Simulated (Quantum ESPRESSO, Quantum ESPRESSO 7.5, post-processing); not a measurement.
## Nb(100), 5 layers against a metal electrode: a series in the charge of the slab

Wanted: a table for Nb(100), 5 layers against a metal electrode against the charge of the slab, and what can be fitted to it.

Main program and level: Quantum ESPRESSO 7.5; plane-wave DFT, PBE, GBRV ultrasoft pseudopotentials.

Most raw output is cut from this account.

## (1) The structure

It takes space group Im-3m (No. 229, cubic). The conventional cell has a = 3.300 Å, b = 3.300 Å, c = 3.300 Å, α = 90.00°, β = 90.00°, γ = 90.00°. Nb has 8 Nb at 2.86 Å nearest.

Set-up: The slab is relaxed neutral, then held. ESM with bc3: vacuum below and a metal electrode about 6 Å above the top atoms. Cold smearing of 0.02 Ry. Charges are set per cell from the starting area. The slabs take the lattice constants of the bulk relaxed by the same program.

Members 2, 3, 4.5, 6, 7 and 8 took the same steps and show in the table alone.

## (2) Variable-cell relaxation of the reference

The bulk crystal is relaxed in cell and atoms; the members are built on its lattice constants.

ref.vc.in

```
&control
  prefix = 'ref.vc'
  outdir = './out'
  pseudo_dir = './pseudo'
  nstep = 40
  forc_conv_thr = 0.0003
  calculation = 'vc-relax'
/
&system
  ibrav = 0
  nat = 1
  ntyp = 1
  ecutwfc = 50
  ecutrho = 250
  occupations = 'smearing'
  smearing = 'mv'
  degauss = 0.02
/
&electrons
  conv_thr = 1e-09
  mixing_beta = 0.4
  electron_maxstep = 120
/
&ions
/
&cell
  press_conv_thr = 0.3
/
ATOMIC_SPECIES
  Nb  92.9064  nb_pbe_v1.uspp.F.UPF
CELL_PARAMETERS angstrom
  -1.65000000000000 1.65000000000000 1.65000000000000
  1.65000000000000 -1.65000000000000 1.65000000000000
  1.65000000000000 1.65000000000000 -1.65000000000000
ATOMIC_POSITIONS crystal
  Nb  0.000000000000 0.000000000000 0.000000000000
K_POINTS automatic
  17 17 17 0 0 0
```

Run with:

```bash
OMP_NUM_THREADS=1 mpirun -n 4 pw.x -nk 4 -in ref.vc.in > ref.vc.out
```

Wall time 12 s (4 MPI ranks of Intel Xeon Platinum 8488C (Sapphire Rapids), shared host); peak memory 0.27 GiB.

The steps of the relaxation:

```
step  energy less that of the first step (eV)  largest force (eV/Å)  volume (Å³)
   1                                   0.0000                0.0000        17.97
   2                                  -0.0004                0.0000        18.07
   3                                  -0.0004                0.0000        18.08
   4                                  -0.0005                0.0000        18.08
```

```
conventional cell, symmetrised  before  after  change
                         a (Å)   3.300  3.307  +0.2 %
                         b (Å)   3.300  3.307  +0.2 %
                         c (Å)   3.300  3.307  +0.2 %
              volume (Å³/atom)   17.97  18.08  +0.6 %
```

The relaxed structure:

```cif
data_structure
_symmetry_space_group_name_H-M 'P 1'
_symmetry_Int_Tables_number 1
_cell_length_a 2.8639
_cell_length_b 2.8639
_cell_length_c 2.8639
_cell_angle_alpha 109.471
_cell_angle_beta 109.471
_cell_angle_gamma 109.471
_cell_volume 18.08
loop_
_atom_site_label
_atom_site_type_symbol
_atom_site_fract_x
_atom_site_fract_y
_atom_site_fract_z
_atom_site_occupancy
Nb1 Nb 0.00000 0.00000 0.00000 1
```

 The last row is no step: it is a fresh SCF in the final cell with a new plane-wave basis, -0 meV from the row before.

This step gave:

```
free energy  : -1604.5593 eV
Fermi energy : 17.89 eV
```

## (3) Relaxing the ions of the reference

What the set-up leaves free in this member is relaxed.

System of this step: Nb(100), 5 layers. The cell holds 5 atoms: 5 Nb. Its edges and angles: a = 3.307 Å, b = 3.307 Å, c = 21.645 Å, α = 90.0°, β = 90.0°, γ = 90.0°. It derives from Nb. Vacuum lies along c.

ref.relax.in

```
&control
  prefix = 'ref.relax'
  outdir = './out'
  pseudo_dir = './pseudo'
  nstep = 40
  forc_conv_thr = 0.001
  calculation = 'relax'
/
&system
  ibrav = 0
  nat = 5
  ntyp = 1
  ecutwfc = 40
  ecutrho = 200
  occupations = 'smearing'
  smearing = 'mv'
  degauss = 0.02
/
&electrons
  conv_thr = 1e-08
  mixing_beta = 0.4
  electron_maxstep = 120
  mixing_mode = 'local-TF'
/
&ions
/
ATOMIC_SPECIES
  Nb  92.9064  nb_pbe_v1.uspp.F.UPF
CELL_PARAMETERS angstrom
  3.30689764400000 0.00000000000000 0.00000000000000
  0.00000000000000 3.30689764400000 0.00000000000000
  0.00000000000000 0.00000000000000 21.64514821527273
ATOMIC_POSITIONS crystal
  Nb  0.000000000000 0.000000000000 0.347222222222
  Nb  0.500000000000 0.500000000000 0.423611111111
  Nb  0.000000000000 0.000000000000 0.500000000000 0 0 0
  Nb  0.500000000000 0.500000000000 0.576388888889
  Nb  0.000000000000 0.000000000000 0.652777777778
K_POINTS automatic
  8 8 1 0 0 0
```

Run with:

```bash
OMP_NUM_THREADS=1 mpirun -n 4 pw.x -nk 4 -in ref.relax.in > ref.relax.out
```

The job ended after 4.7 min (4 MPI ranks; peak memory 0.68 GiB; 19 min of CPU time).

Step by step:

```
step  energy less that of the first step (eV)  largest force (eV/Å)
   1                                   0.0000                1.2490
   2                                  -0.1131                1.0931
   3                                  -0.2024                0.8780
   4                                  -0.2775                0.4936
   5                                  -0.2958                0.3638
   6                                  -0.3014                0.3289
   7                                  -0.3070                0.2872
   8                                  -0.3139                0.2240
   9                                  -0.3210                0.1282
  10                                  -0.3245                0.0080
  11                                  -0.3245                0.0004
```

The atoms that moved most (Å):

```
atom     dx     dy      dz  length
 Nb1  0.000  0.000   0.191   0.191
 Nb5  0.000  0.000  -0.191   0.191
 Nb4  0.000  0.000   0.036   0.036
 Nb2  0.000  0.000  -0.036   0.036
```

The relaxation lowers the energy by 65 meV an atom. On the free atoms the largest force ends at 0.000 eV/Å.

Read from the output:

| Item | Value |
| --- | --- |
| free energy | -8019.6071 eV |
| Fermi energy | 4.766 eV |

## (4) Ground state, 0 ×10¹³ e/cm²

A run under open boundaries on these atoms gives the vacuum levels.

m2.esm.in

```
&control
  prefix = 'm2.esm'
  outdir = './out'
  pseudo_dir = './pseudo'
  calculation = 'scf'
  tprnfor = .true.
/
&system
  ibrav = 0
  nat = 5
  ntyp = 1
  ecutwfc = 40
  ecutrho = 200
  occupations = 'smearing'
  smearing = 'mv'
  degauss = 0.02
  assume_isolated = 'esm'
  esm_bc = 'bc3'
  tot_charge = 0.0
/
&electrons
  conv_thr = 1e-08
  mixing_beta = 0.25
  electron_maxstep = 160
  mixing_mode = 'local-TF'
  mixing_ndim = 12
/
ATOMIC_SPECIES
  Nb  92.9064  nb_pbe_v1.uspp.F.UPF
CELL_PARAMETERS angstrom
  3.30689764400000 0.00000000000000 0.00000000000000
  0.00000000000000 3.30689764400000 0.00000000000000
  0.00000000000000 0.00000000000000 21.64514821527273
ATOMIC_POSITIONS crystal
  Nb  0.000000000000 0.000000000000 -0.074674979033
  Nb  0.500000000000 0.500000000000 -0.008756443033
  Nb  0.000000000000 0.000000000000 0.069299594767
  Nb  0.500000000000 0.500000000000 0.147355632567
  Nb  0.000000000000 0.000000000000 0.213274168567
K_POINTS automatic
  8 8 1 0 0 0
```

Run with:

```bash
OMP_NUM_THREADS=1 mpirun -n 4 pw.x -nk 4 -in m2.esm.in > m2.esm.out
```

Run time: 1.8 min. Hardware: 4 MPI ranks; peak memory 0.68 GiB; 7 min of CPU time.

This step gave:

| Quantity | Value |
| --- | --- |
| Fermi energy | -3.632 eV |
| vacuum line at the lower end of the cell, over the Fermi level | 3.635 eV |
| slope of the potential above | 5.90e-4 eV/Å |
| vacuum line at the upper end of the cell, over the Fermi level | 3.633 eV |

The potential energy, planar mean oscillates, so the rows of the table below give means over windows of 1.58 Å about each position, cut where the curve ends. Its maxima inside the range that stand out by 2 % of the span (Å: eV): -0.9: -10.6, 0.7: -5.98, 2.4: -5.97, 4.0: -10.8. Its minima: -1.6: -21.8, -0.2: -21.3, 1.5: -21.3, 3.2: -21.2, 4.6: -21.7.

Electrostatic potential energy of an electron; zero at the Fermi level. The potential energy, planar mean by z; means over each step:

z (Å), potential energy, planar mean (eV) and a bar from the least value:
```
   -10.03        3.6 ##############################
    -8.45        3.6 ##############################
    -6.87        3.6 ##############################
    -5.29        3.6 ##############################
    -3.71        3.0 #############################
    -2.13      -10.3 #########
    -0.55      -16.0 
     1.03      -13.4 ####
     2.61      -13.2 #####
     4.19      -16.3 
     5.77       -1.4 ######################
     7.35        3.5 ##############################
     8.93        3.6 ##############################
    10.51        3.6 ##############################
```

Inside the slab this potential holds the local part of the pseudopotentials, which can be repulsive at the nuclei; only its value in the vacuum has a meaning of its own.

## (5) SCF with pw.x, 1 ×10¹³ e/cm²

m3.esm.in is the input of step 4 with these lines changed:

```diff
@@ -1,3 +1,3 @@
 &control
-  prefix = 'm2.esm'
+  prefix = 'm3.esm'
   outdir = './out'
@@ -18,3 +18,3 @@
   esm_bc = 'bc3'
-  tot_charge = 0.0
+  tot_charge = 0.01089
 /
@@ -26,2 +26,3 @@
   mixing_ndim = 12
+  startingpot = 'file'
 /
```

Run with:

```bash
cp -r out/m2.esm.save out/m3.esm.save
OMP_NUM_THREADS=1 mpirun -n 4 pw.x -nk 4 -in m3.esm.in > m3.esm.out
```

Elapsed: 82 s, on 4 MPI ranks; peak memory 0.68 GiB.

Numbers from this step:

```
Fermi energy                                                   : -4.362 eV
vacuum line at the lower end of the cell, over the Fermi level : 3.636 eV
slope of the potential above                                   : 0.1810 eV/Å
vacuum line at the upper end of the cell, over the Fermi level : 4.363 eV
```

Inside the slab this potential holds the local part of the pseudopotentials, which can be repulsive at the nuclei; only its value in the vacuum has a meaning of its own.

## (6) Ground state, -1.5 ×10¹³ e/cm²

m1.esm.in is the input of step 5 with these lines changed:

```diff
@@ -1,3 +1,3 @@
 &control
-  prefix = 'm3.esm'
+  prefix = 'm1.esm'
   outdir = './out'
@@ -18,3 +18,3 @@
   esm_bc = 'bc3'
-  tot_charge = 0.01089
+  tot_charge = -0.01633
 /
```

Run with:

```bash
cp -r out/m2.esm.save out/m1.esm.save
OMP_NUM_THREADS=1 mpirun -n 4 pw.x -nk 4 -in m1.esm.in > m1.esm.out
```

Run time: 1.7 min. Hardware: 4 MPI ranks; peak memory 0.68 GiB.

Read from the output:

```
Fermi energy                                                   : -2.585 eV
slope of the potential above                                   : -0.2696 eV/Å
vacuum line at the upper end of the cell, over the Fermi level : 2.585 eV
```

Inside the slab this potential holds the local part of the pseudopotentials, which can be repulsive at the nuclei; only its value in the vacuum has a meaning of its own.

## (7) Ground state, -3 ×10¹³ e/cm²

m0.esm.in is the input of step 6 with these lines changed:

```diff
@@ -1,3 +1,3 @@
 &control
-  prefix = 'm1.esm'
+  prefix = 'm0.esm'
   outdir = './out'
@@ -18,3 +18,3 @@
   esm_bc = 'bc3'
-  tot_charge = -0.01633
+  tot_charge = -0.03267
 /
```

Run with:

```bash
cp -r out/m1.esm.save out/m0.esm.save
OMP_NUM_THREADS=1 mpirun -n 4 pw.x -nk 4 -in m0.esm.in > m0.esm.out
```

Run time: 74 s. Hardware: 4 MPI ranks; peak memory 0.67 GiB; 4.9 min of CPU time.

This step gave:

| Property | Result |
| --- | --- |
| Fermi energy | -1.614 eV |
| vacuum line at the lower end of the cell, over the Fermi level | 3.641 eV |
| slope of the potential above | -0.5389 eV/Å |
| vacuum line at the upper end of the cell, over the Fermi level | 1.614 eV |

Inside the slab this potential holds the local part of the pseudopotentials, which can be repulsive at the nuclei; only its value in the vacuum has a meaning of its own.

## (8) The series side by side

The series in one table:

```
the charge of the slab (positive: electrons removed)  electrode's level over the Fermi level (eV)  far face's level over the Fermi level (eV)  field in the gap (eV/Å)
                                      -3 ×10¹³ e/cm²                                        1.614                                       3.641                  -0.5389
                                    -1.5 ×10¹³ e/cm²                                        2.585                                       3.636                  -0.2696
                                       0 ×10¹³ e/cm²                                        3.633                                       3.635                0.0005896
                                       1 ×10¹³ e/cm²                                        4.363                                       3.636                    0.181
                                       2 ×10¹³ e/cm²                                        5.112                                       3.639                   0.3616
                                       3 ×10¹³ e/cm²                                        5.879                                       3.641                   0.5422
                                     4.5 ×10¹³ e/cm²                                        7.054                                       3.644                   0.8131
                                       6 ×10¹³ e/cm²                                        8.257                                       3.647                    1.084
                                       7 ×10¹³ e/cm²                                        9.069                                        3.65                    1.265
                                       8 ×10¹³ e/cm²                                        9.891                                       3.654                    1.445
```

## (9) A check by hand

Last interval: C = Δσ/ΔV = 0.00100 e/Å² / 0.821 V × 1602 = 1.94 µF/cm².

## (10) Results

* mean capacitance at positive charge: 2.05 μF/cm²
* effective gap ε₀/C: 4.33 Å
* top atoms to electrode: 6.21 Å

**Reading.** The series holds 10 members; mean capacitance at positive charge: 2.05 μF/cm²; effective gap ε₀/C: 4.33 Å; top atoms to electrode: 6.21 Å (PBE, GBRV ultrasoft). Interval by interval C lies between 1.94 and 2.47 µF/cm². The far face's level moves by 0.02 eV over the series: the slab screens like a metal, and averaged over the positive charges the image plane lies 1.88 Å above the top atoms. Vacuum fills the gap; ions don't answer the charge; added electrons can spill towards the electrode at the most negative charges.

[Logs are printed without paths, hosts, clocks, repeated set-up lines and the standing remarks that a program may print on its own settings, such as how far it seeks lower states.]

[Hosts, paths, dates, database ids (printed as entryN), source tags and the programs' standing remarks are cut or masked in the printed files.]

[Maps of the electrostatic potential energy from Ansatz leave out the sawtooth potential of an applied field or a dipole correction, so their vacuum need not be flat; planar profiles and work functions include it.]
